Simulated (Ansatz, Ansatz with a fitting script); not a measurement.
# AlN (P6_3mc): converging an RPA energy

How far must mesh and response cutoff go for RPA on AlN (P6_3mc)?

Calculated with Ansatz 0.2.0; EXX+RPA on LDA, plane waves, norm-conserving pseudopotentials.

The database entry behind the starting cell differs from later determinations by our own check (inner coordinate u about 0.002 short), so it need not match the best structure at ambient conditions.

## 1. Set-up

Symmetry: P6_3mc, No. 186, hexagonal system. Conventional cell: a = 3.113 Å, b = 3.113 Å, c = 4.981 Å, α = 90.00°, β = 90.00°, γ = 120.00°. Nearest to Al lie 4 N at 1.89 Å. Nearest to N lie 4 Al at 1.89 Å. Farther neighbours and most contacts between anions are not listed.

The cell and positions come from the Crystallography Open Database and are kept as given unless a step says otherwise.

## 2. Base settings, 4×4×2 mesh, cutoffs to 160 eV, 192 empty bands

The RPA correlation energy is summed at several response cutoffs, since it converges slowly from above.

input.yaml reads:

```yaml
crystal:
  lattice:
    - [3.113, 0.0, 0.0]
    - [-1.5565, 2.69593708, 0.0]
    - [0.0, 0.0, 4.981]
  atoms:
    - { symbol: Al, position: [0.33333333, 0.66666667, 0.0] }
    - { symbol: Al, position: [0.66666667, 0.33333333, 0.5] }
    - { symbol: "N", position: [0.33333333, 0.66666667, 0.38] }
    - { symbol: "N", position: [0.66666667, 0.33333333, 0.88] }
kpoints:
  mp_grid: { grid: [4, 4, 2] }
hamiltonian:
  xc: lda
  pseudopotentials: { kind: nc, xc_functional: pbe }
scf:
  occupations: { method: fixed }
  convergence: { dr2_threshold: 1.0e-09 }
output:
  rpa_energy:
    ecut_chi_ladder: [96, 112, 128, 144, 160]
    long_wavelength: optical_limit
    n_empty_bands: 192
basis:
  ecutwfc: 1240.0
  xc_grid: 3
```

Command:

```bash
$ ansatz run input.yaml --threads 8 --pin off --max-ram 18432MiB --backend cpu --events-out ev --progress --plain --runs-dir out
```

The program printed:

```text
Engine: ansatz 0.2.0, aarch64-unknown-linux-gnu
Pseudopotentials: kind: nc
Pseudopotential: Al, nc, valence charge 3, recommended cutoff 544.227725 eV (normal), Al.nc.azcp
Pseudopotential: N, nc, valence charge 5, recommended cutoff 1240 eV (normal), N.nc.azcp
Functional definition: SPW92
  exchange = slater_x
  correlation = pw_c
Crystal: 4 atoms, lattice volume = 41.803 Å³
Basis set: ecut = 1240 eV, 4127 PW (Γ), exchange–correlation on 108×108×180 points (27 copies of the dense FFT grid, shifted against one another)
Bands: 12, of which v1, the nominal top of the filled ones, is band 8 counted from 1 (7 counted from 0)
Symmetry: 12 space group operations
Space group: P63mc (ITA 186), of the structure as read, at distance tolerance 3.5e-5 Å
k-points: 8 of 32
Non-local potential: Al, projectors of the file, l = 0: 2, l = 1: 2, l = 2: 2
Non-local potential: N, projectors of the file, l = 0: 2, l = 1: 2
Initial density: superposition of atomic densities (chi_scale 0.1, normalization cell, long waves kept (reshape's long-wave potential 0.00 eV rms))
Initial wavefunctions: pseudopotential atomic-orbital guess
Functional: x = slater, c = lda
SCF iter   1: F=—  HF=-922.491439 eV  |F-HF|=—  |Δ(HF+E_count)|=         —  Δρ=1.32e-1  dr2=8.66e0  ethr=3.10e-3  ⟨swp⟩=4.9  Hψ=543  notcnv=0  defer=16
preconditioner: auto → none  [insulator: Δε(μ)=5.361 eV  Ē_g=14.159 eV  n_scr=2 (ndim 8)  ℏωp=23.0 eV  f_vac=0.000  ε∞_Penn≈3.6]
SCF iter   2: F=—  HF=-920.258617 eV  |F-HF|=—  |Δ(HF+E_count)|=    2.23e0  Δρ=7.30e-2  dr2=1.32e0  ethr=3.10e-3  ⟨swp⟩=4.5  Hψ=336  notcnv=0  defer=16
SCF iter   3: F=—  HF=-919.883268 eV  |F-HF|=—  |Δ(HF+E_count)|=   3.75e-1  Δρ=2.07e-2  dr2=9.43e-2  ethr=3.10e-3  ⟨swp⟩=2.1  Hψ=219  notcnv=0  defer=15
SCF iter   4: F=—  HF=-919.859600 eV  |F-HF|=—  |Δ(HF+E_count)|=   2.37e-2  Δρ=9.39e-4  dr2=1.27e-4  ethr=5.89e-4  ⟨swp⟩=2.0  Hψ=110  notcnv=0  defer=16
SCF iter   5: F=—  HF=-919.859578 eV  |F-HF|=—  |Δ(HF+E_count)|=   2.20e-5  Δρ=1.97e-4  dr2=4.95e-6  ethr=7.92e-7  ⟨swp⟩=2.0  Hψ=163  notcnv=0  defer=16
SCF iter   6: F=—  HF=-919.859578 eV  |F-HF|=—  |Δ(HF+E_count)|=   5.44e-7  Δρ=1.49e-5  dr2=3.89e-8  ethr=3.10e-8  ⟨swp⟩=2.4  Hψ=146  notcnv=0  defer=10
SCF iter   7: F=—  HF=-919.859578 eV  |F-HF|=—  |Δ(HF+E_count)|=   5.37e-9  Δρ=2.82e-6  dr2=1.40e-9  ethr=6.25e-12  ⟨swp⟩=5.2  Hψ=470  notcnv=0
SCF iter   8: F=-919.859578 eV  HF=-919.859578 eV  |F-HF|=2.02e-11  |Δ(HF+E_count)|=  1.17e-10  Δρ=9.21e-7  dr2=1.11e-10  ethr=6.25e-12  ⟨swp⟩=2.0  Hψ=191  notcnv=0
SCF 1 converged in 8 iterations: F = -919.859578 eV  dr2 = 1.11e-10
NSCF: frozen V_eff on 8 k-points
EXX+RPA screening: q 1/8 (q-point 3)
EXX+RPA screening: q 2/8 (q-point 4)
EXX+RPA screening: q 3/8 (q-point 7)
EXX+RPA screening: q 4/8 (q-point 8)
EXX+RPA screening: q 5/8
EXX+RPA screening: q 6/8
EXX+RPA screening: q 7/8 (q-point 2)
EXX+RPA screening: q 8/8 (q-point 1)
NSCF: frozen V_eff on 1 k-points
NSCF: frozen V_eff on 1 k-points
SCF converged after 8 iterations
Free energy (F): -919.859578 eV
Harris-Foulkes:  -919.859578 eV  (|F-HF|=2.02e-11)
Internal energy: -919.859578 eV  (E = F + TS)
E sigma→0 (E₀):  -919.859578 eV
Fermi energy:    6.862126 eV
--- Per-component energies (eV) ---
  E_band       = 25.368650
  E_kinetic    = 456.014643
  E_local      = -470.664179  (includes V_loc(G=0)·N_el)
  E_nonlocal   = -9.529882
  E_hartree    = 152.968166
  E_xc         = -456.985056
  E_vxc        = -256.388125  (∫ρ·V_xc dr)
  E_ewald      = -591.663271
  E_smearing   = -0.000000  (= −TS)
  E_closure    = -0.000000  (closes the sum)
  Σ components = -919.859578   (vs F -919.859578, Δ=0.00e0)
--- Band table (eV; the first three rows and the last of 8) ---
  k-point 0: bands = [... 4 lower, 6.0174, 6.6844, 6.6844, 6.8621, 10.9037, 13.2585, 17.3716, 17.7804]
  k-point 1: bands = [... 4 lower, 6.3411, 6.3411, 6.3411, 6.3411, 13.1519, 13.1519, 16.9879, 16.9879]
  k-point 2: bands = [... 4 lower, 4.3704, 5.2910, 6.4127, 6.4758, 12.9154, 14.2577, 14.7927, 16.7089]
  k-point 7: bands = [... 4 lower, 3.8540, 3.8540, 5.8834, 5.8834, 13.3663, 13.3663, 15.7132, 15.7132]
--- EXX+RPA: 4×4×2 mesh (8 irreducible q, 124/256 k–q pairs), 200 bands' worth read of 205 solved (the sum completed by the states above those read; Γ's head and wings end at those read), 8 occupied, 11 to 12 frequency nodes, the response taken to reach 670.3 eV, pair-density box ratio 4, q→0 included in E_x (Coulomb truncated on the Wigner–Seitz cell) and E_c (k·p head, wings) ---
  smallest occupied→empty transition 4.042e0 eV, smallest direct gap 4.042e0 eV
  indirect gap at most 4.042e0 eV, over 8 k-points of the mesh
  bands read: the sum over 200 bands ends inside a degenerate multiplet in 2 slots, whose members it reads at an even weight; the widest, k=1: bands 199 to 202 (counted from 1) at 2/4 each
  E_x                     =      -170.135748 eV
  E_xc[n_v+n_c], E_xc[n_v] =      -456.985056, -185.742299 eV (parent functional, the pass's orbitals; any nonlocal part keeps n_c)
  E_c ladder  E_cut^χ (eV)   ⟨N_G⟩      E_cut^sphere (eV)      E_c (eV)
                   96.00       89.3             96.04        -20.155807
                  112.00      114.2            113.09        -21.311391
                  128.00      137.8            128.24        -22.110876
                  144.00      164.1            144.04        -22.786965
                  160.00      192.5            160.20        -23.343192
  E_c(E_cut→∞)            =       -26.019335 ± 0.134222 eV  (E_cut^-3/2 fit over 5 rungs)
  S(q), 6 of 7 wave vectors   |q| (1/Å)       S_0(q)   S_0 (bands read)   S_RPA(q)   (top rung; structure_factors; the frequency nodes sum S_0 to within 1.3e-8)
    ( 0.0000,  0.2500,  0.0000)    0.58265     0.080858           0.080658   0.042122
    ( 0.0000,  0.0000,  0.5000)    0.63072     0.093566           0.093329   0.049123
    ( 0.0000,  0.2500,  0.5000)    0.85865     0.157097           0.156648   0.088109
    ( 0.2500,  0.2500,  0.0000)    1.00918     0.202906           0.202271   0.118535
    ( 0.0000,  0.5000,  0.0000)    1.16531     0.249285           0.248416   0.152169
    ( 0.2500,  0.2500,  0.5000)    1.19007     0.257628           0.256723   0.158574
  core–valence xc dropped  : E_EXX =      -633.010271 eV   E_EXX+RPA =      -659.029606 eV
  core–valence xc semilocal: E_EXX =      -904.253028 eV   E_EXX+RPA =      -930.272363 eV
```

Wall time 12 s (8 threads of Arm Neoverse V2, shared host); peak memory 1.9 GiB; 84 s of CPU time.

Reading the cycles: dr2 is the Hartree energy of the density residual (eV), the measure of convergence; HF is the Harris–Foulkes estimate of the energy, which meets the free energy F at convergence.

This step gave:

| Property | Result |
| --- | --- |
| exact exchange energy | -170.1357 eV |
| RPA correlation energy | -26.02 eV |

Extrapolated from these cutoffs, the correlation energy is -6.50 eV per atom (fit error 0.03); such a limit moves with the range of cutoffs.

RPA ladder, by row:

| response cutoff (eV) | mean plane waves | sphere-equivalent cutoff (eV) | correlation energy (eV) |
| --- | --- | --- | --- |
| 96 | 89.34 | 96.04 | -20.16 |
| 112 | 114.2 | 113.1 | -21.31 |
| 128 | 137.8 | 128.2 | -22.11 |
| 144 | 164.1 | 144 | -22.79 |
| 160 | 192.5 | 160.2 | -23.34 |

## 3. Base settings, 4×4×2 mesh, cutoffs to 160 eV, 201 empty bands, volume +5 %

The cell differs from the one that the last finished run ended in (a 3.113 → 3.164 Å, b 3.113 → 3.164 Å, c 4.981 → 5.063 Å).

Edit input.yaml of step 2 so:

```diff
@@ -2,5 +2,5 @@
   lattice:
-    - [3.113, 0.0, 0.0]
-    - [-1.5565, 2.69593708, 0.0]
-    - [0.0, 0.0, 4.981]
+    - [3.1640418588, 0.0, 0.0]
+    - [-1.5820209294, 2.7401406263, 0.0]
+    - [0.0, 0.0, 5.0626702533]
   atoms:
@@ -22,3 +22,3 @@
     long_wavelength: optical_limit
-    n_empty_bands: 192
+    n_empty_bands: 201
 basis:
```

The program printed:

```text
[...]
Crystal: 4 atoms, lattice volume = 43.893 Å³
Basis set: ecut = 1240 eV, 4331 PW (Γ), exchange–correlation on 120×120×180 points (27 copies of the dense FFT grid, shifted against one another)
Bands: 12, of which v1, the nominal top of the filled ones, is band 8 counted from 1 (7 counted from 0)
Symmetry: 12 space group operations
[...]
k-points: 8 of 32
[...]
( 0.0000,  0.2500,  0.5000)    0.84480     0.156860           0.156433   0.087434
    ( 0.2500,  0.2500,  0.0000)    0.99290     0.202544           0.201936   0.117636
    ( 0.0000,  0.5000,  0.0000)    1.14651     0.248675           0.247842   0.150997
    ( 0.2500,  0.2500,  0.5000)    1.17087     0.257062           0.256196   0.157379
  core–valence xc dropped  : E_EXX =      -633.042336 eV   E_EXX+RPA =      -659.158523 eV
  core–valence xc semilocal: E_EXX =      -904.019376 eV   E_EXX+RPA =      -930.135562 eV
[key lines of the parts left out:]
SCF converged after 8 iterations
Free energy (F): -919.747331 eV
Fermi energy:    6.356946 eV
```

The job ended after 14 s (8 threads; peak memory 2 GiB).

Numbers from this step:

```
exact exchange energy  : -168.4246 eV
RPA correlation energy : -26.12 eV
```

Extrapolated from these cutoffs, the correlation energy is -6.53 eV per atom (fit error 0.03); such a limit moves with the range of cutoffs.

RPA ladder, by row:

```csv
response cutoff (eV),mean plane waves,sphere-equivalent cutoff (eV),correlation energy (eV)
96,92.59,95.21,-20.25
112,116.8,111.1,-21.35
128,144,127.8,-22.24
144,172.3,144.1,-22.92
160,202.2,160.3,-23.48
```

## 4. Response cutoff, 4×4×2 mesh, cutoffs to 90 eV, 81 empty bands

input.yaml, the sections that differ from step 3:

```yaml
crystal:
  lattice:
    - [3.113, 0.0, 0.0]
    - [-1.5565, 2.69593708, 0.0]
    - [0.0, 0.0, 4.981]
  atoms:
    - { symbol: Al, position: [0.33333333, 0.66666667, 0.0] }
    - { symbol: Al, position: [0.66666667, 0.33333333, 0.5] }
    - { symbol: "N", position: [0.33333333, 0.66666667, 0.38] }
    - { symbol: "N", position: [0.66666667, 0.33333333, 0.88] }
output:
  rpa_energy:
    ecut_chi_ladder: [54, 63, 72, 81, 90]
    long_wavelength: optical_limit
    n_empty_bands: 81
# kpoints, hamiltonian, scf, basis: as in step 3
```

The program printed:

```text
[...]
Crystal: 4 atoms, lattice volume = 41.803 Å³
Basis set: ecut = 1240 eV, 4127 PW (Γ), exchange–correlation on 108×108×180 points (27 copies of the dense FFT grid, shifted against one another)
Bands: 12, of which v1, the nominal top of the filled ones, is band 8 counted from 1 (7 counted from 0)
Symmetry: 12 space group operations
[...]
k-points: 8 of 32
[...]
( 0.0000,  0.2500,  0.5000)    0.85865     0.157097           0.155270   0.088197
    ( 0.2500,  0.2500,  0.0000)    1.00918     0.202906           0.200297   0.118655
    ( 0.0000,  0.5000,  0.0000)    1.16531     0.249285           0.245671   0.152334
    ( 0.2500,  0.2500,  0.5000)    1.19007     0.257628           0.253815   0.158726
  core–valence xc dropped  : E_EXX =      -633.010271 eV   E_EXX+RPA =      -656.325027 eV
  core–valence xc semilocal: E_EXX =      -904.253028 eV   E_EXX+RPA =      -927.567784 eV
[key lines of the parts left out:]
SCF converged after 8 iterations
Free energy (F): -919.859578 eV
Fermi energy:    6.862126 eV
```

Run time: 5.3 s. Hardware: 8 threads; peak memory 0.87 GiB.

Numbers from this step:

```yaml
exact_exchange_energy: -170.1357 eV
rpa_correlation_energy: -23.31 eV
```

Extrapolated from these cutoffs, the correlation energy is -5.83 eV per atom (fit error 0.07); such a limit moves with the range of cutoffs.

## 5. Response cutoff, 4×4×2 mesh, cutoffs to 90 eV, 85 empty bands, volume +5 %

Edit input.yaml of step 4 so:

```diff
@@ -2,5 +2,5 @@
   lattice:
-    - [3.113, 0.0, 0.0]
-    - [-1.5565, 2.69593708, 0.0]
-    - [0.0, 0.0, 4.981]
+    - [3.1640418588, 0.0, 0.0]
+    - [-1.5820209294, 2.7401406263, 0.0]
+    - [0.0, 0.0, 5.0626702533]
   atoms:
@@ -22,3 +22,3 @@
     long_wavelength: optical_limit
-    n_empty_bands: 81
+    n_empty_bands: 85
 basis:
```

The program printed:

```text
[...]
Crystal: 4 atoms, lattice volume = 43.893 Å³
Basis set: ecut = 1240 eV, 4331 PW (Γ), exchange–correlation on 120×120×180 points (27 copies of the dense FFT grid, shifted against one another)
Bands: 12, of which v1, the nominal top of the filled ones, is band 8 counted from 1 (7 counted from 0)
Symmetry: 12 space group operations
[...]
k-points: 8 of 32
[...]
( 0.0000,  0.2500,  0.5000)    0.84480     0.156860           0.155122   0.087519
    ( 0.2500,  0.2500,  0.0000)    0.99290     0.202544           0.200056   0.117758
    ( 0.0000,  0.5000,  0.0000)    1.14651     0.248675           0.245243   0.151154
    ( 0.2500,  0.2500,  0.5000)    1.17087     0.257062           0.253443   0.157542
  core–valence xc dropped  : E_EXX =      -633.042336 eV   E_EXX+RPA =      -656.420160 eV
  core–valence xc semilocal: E_EXX =      -904.019376 eV   E_EXX+RPA =      -927.397200 eV
[key lines of the parts left out:]
SCF converged after 8 iterations
Free energy (F): -919.747331 eV
Fermi energy:    6.356946 eV
```

Run time: 5.7 s. Hardware: 8 threads; peak memory 0.93 GiB; 39 s of CPU time.

This step gave:

```yaml
exact_exchange_energy: -168.4246 eV
rpa_correlation_energy: -23.38 eV
```

Extrapolated from these cutoffs, the correlation energy is -5.84 eV per atom (fit error 0.08); such a limit moves with the range of cutoffs.

## 6. Response cutoff, 4×4×2 mesh, cutoffs to 240 eV, 352 empty bands

input.yaml, the sections that differ from step 5:

```yaml
crystal:
  lattice:
    - [3.113, 0.0, 0.0]
    - [-1.5565, 2.69593708, 0.0]
    - [0.0, 0.0, 4.981]
  atoms:
    - { symbol: Al, position: [0.33333333, 0.66666667, 0.0] }
    - { symbol: Al, position: [0.66666667, 0.33333333, 0.5] }
    - { symbol: "N", position: [0.33333333, 0.66666667, 0.38] }
    - { symbol: "N", position: [0.66666667, 0.33333333, 0.88] }
output:
  rpa_energy:
    ecut_chi_ladder: [144, 168, 192, 216, 240]
    long_wavelength: optical_limit
    n_empty_bands: 352
# kpoints, hamiltonian, scf, basis: as in step 5
```

The program printed:

```text
[...]
Crystal: 4 atoms, lattice volume = 41.803 Å³
Basis set: ecut = 1240 eV, 4127 PW (Γ), exchange–correlation on 108×108×180 points (27 copies of the dense FFT grid, shifted against one another)
Bands: 12, of which v1, the nominal top of the filled ones, is band 8 counted from 1 (7 counted from 0)
Symmetry: 12 space group operations
[...]
k-points: 8 of 32
[...]
( 0.0000,  0.2500,  0.5000)    0.85865     0.157097           0.156925   0.088082
    ( 0.2500,  0.2500,  0.0000)    1.00918     0.202906           0.202666   0.118500
    ( 0.0000,  0.5000,  0.0000)    1.16531     0.249285           0.248961   0.152125
    ( 0.2500,  0.2500,  0.5000)    1.19007     0.257628           0.257288   0.158529
  core–valence xc dropped  : E_EXX =      -633.010271 eV   E_EXX+RPA =      -659.804989 eV
  core–valence xc semilocal: E_EXX =      -904.253028 eV   E_EXX+RPA =      -931.047746 eV
[key lines of the parts left out:]
SCF converged after 8 iterations
Free energy (F): -919.859578 eV
Fermi energy:    6.862126 eV
```

Run time: 34 s. Hardware: 8 threads; peak memory 3.8 GiB; 3.8 min of CPU time.

Numbers from this step:

- exact exchange energy: -170.1357 eV
- RPA correlation energy: -26.79 eV

Extrapolated from these cutoffs, the correlation energy is -6.70 eV per atom (fit error 0.01); such a limit moves with the range of cutoffs.

## 7. Response cutoff, 4×4×2 mesh, cutoffs to 240 eV, 370 empty bands, volume +5 %

Edit input.yaml of step 6 so:

```diff
@@ -2,5 +2,5 @@
   lattice:
-    - [3.113, 0.0, 0.0]
-    - [-1.5565, 2.69593708, 0.0]
-    - [0.0, 0.0, 4.981]
+    - [3.1640418588, 0.0, 0.0]
+    - [-1.5820209294, 2.7401406263, 0.0]
+    - [0.0, 0.0, 5.0626702533]
   atoms:
@@ -22,3 +22,3 @@
     long_wavelength: optical_limit
-    n_empty_bands: 352
+    n_empty_bands: 370
 basis:
```

The program printed:

```text
[...]
Crystal: 4 atoms, lattice volume = 43.893 Å³
Basis set: ecut = 1240 eV, 4331 PW (Γ), exchange–correlation on 120×120×180 points (27 copies of the dense FFT grid, shifted against one another)
Bands: 12, of which v1, the nominal top of the filled ones, is band 8 counted from 1 (7 counted from 0)
Symmetry: 12 space group operations
[...]
k-points: 8 of 32
[...]
( 0.0000,  0.2500,  0.5000)    0.84480     0.156860           0.156695   0.087403
    ( 0.2500,  0.2500,  0.0000)    0.99290     0.202544           0.202313   0.117600
    ( 0.0000,  0.5000,  0.0000)    1.14651     0.248675           0.248363   0.150958
    ( 0.2500,  0.2500,  0.5000)    1.17087     0.257062           0.256736   0.157335
  core–valence xc dropped  : E_EXX =      -633.042336 eV   E_EXX+RPA =      -659.926144 eV
  core–valence xc semilocal: E_EXX =      -904.019376 eV   E_EXX+RPA =      -930.903184 eV
[key lines of the parts left out:]
SCF converged after 8 iterations
Free energy (F): -919.747331 eV
Fermi energy:    6.356946 eV
```

It took 38 s on 8 threads; peak memory 4.2 GiB.

This step gave:

```
exact exchange energy  : -168.4246 eV
RPA correlation energy : -26.88 eV
```

Extrapolated from these cutoffs, the correlation energy is -6.72 eV per atom (fit error 0.01); such a limit moves with the range of cutoffs.

## 8. Bands, 4×4×2 mesh, cutoffs to 160 eV, 17 empty bands

input.yaml, the sections that differ from step 7:

```yaml
crystal:
  lattice:
    - [3.113, 0.0, 0.0]
    - [-1.5565, 2.69593708, 0.0]
    - [0.0, 0.0, 4.981]
  atoms:
    - { symbol: Al, position: [0.33333333, 0.66666667, 0.0] }
    - { symbol: Al, position: [0.66666667, 0.33333333, 0.5] }
    - { symbol: "N", position: [0.33333333, 0.66666667, 0.38] }
    - { symbol: "N", position: [0.66666667, 0.33333333, 0.88] }
output:
  rpa_energy:
    ecut_chi_ladder: [96, 112, 128, 144, 160]
    long_wavelength: optical_limit
    n_empty_bands: 17
# kpoints, hamiltonian, scf, basis: as in step 7
```

The program printed:

```text
[...]
Crystal: 4 atoms, lattice volume = 41.803 Å³
Basis set: ecut = 1240 eV, 4127 PW (Γ), exchange–correlation on 108×108×180 points (27 copies of the dense FFT grid, shifted against one another)
Bands: 12, of which v1, the nominal top of the filled ones, is band 8 counted from 1 (7 counted from 0)
Symmetry: 12 space group operations
[...]
k-points: 8 of 32
[...]
( 0.0000,  0.2500,  0.5000)    0.85865     0.157097           0.138822   0.087919
    ( 0.2500,  0.2500,  0.0000)    1.00918     0.202906           0.176327   0.118266
    ( 0.0000,  0.5000,  0.0000)    1.16531     0.249285           0.210097   0.151796
    ( 0.2500,  0.2500,  0.5000)    1.19007     0.257628           0.214822   0.158174
  core–valence xc dropped  : E_EXX =      -633.010271 eV   E_EXX+RPA =      -659.385448 eV
  core–valence xc semilocal: E_EXX =      -904.253028 eV   E_EXX+RPA =      -930.628205 eV
[key lines of the parts left out:]
SCF converged after 8 iterations
Free energy (F): -919.859578 eV
Fermi energy:    6.862126 eV
```

Elapsed: 4.4 s, on 8 threads; peak memory 0.43 GiB; 26 s of CPU time.

Numbers from this step:

| Quantity | Value |
| --- | --- |
| exact exchange energy | -170.1357 eV |
| RPA correlation energy | -26.38 eV |

Extrapolated from these cutoffs, the correlation energy is -6.59 eV per atom (fit error 0.03); such a limit moves with the range of cutoffs.

[end of part 1 of 4]

[Paths, hosts, dates, memory and timing lines, banners, echoed tables and standing remarks are left out of the program output.]

[Logs are printed without paths, hosts, clocks, repeated set-up lines and the standing remarks that a program may print on its own settings, such as how far it seeks lower states.]

[Runs of the session that timed out or met a known fault of the program may be left out.]

[Hosts, paths, dates, database ids (printed as entryN), source tags and the programs' standing remarks are cut or masked in the printed files.]
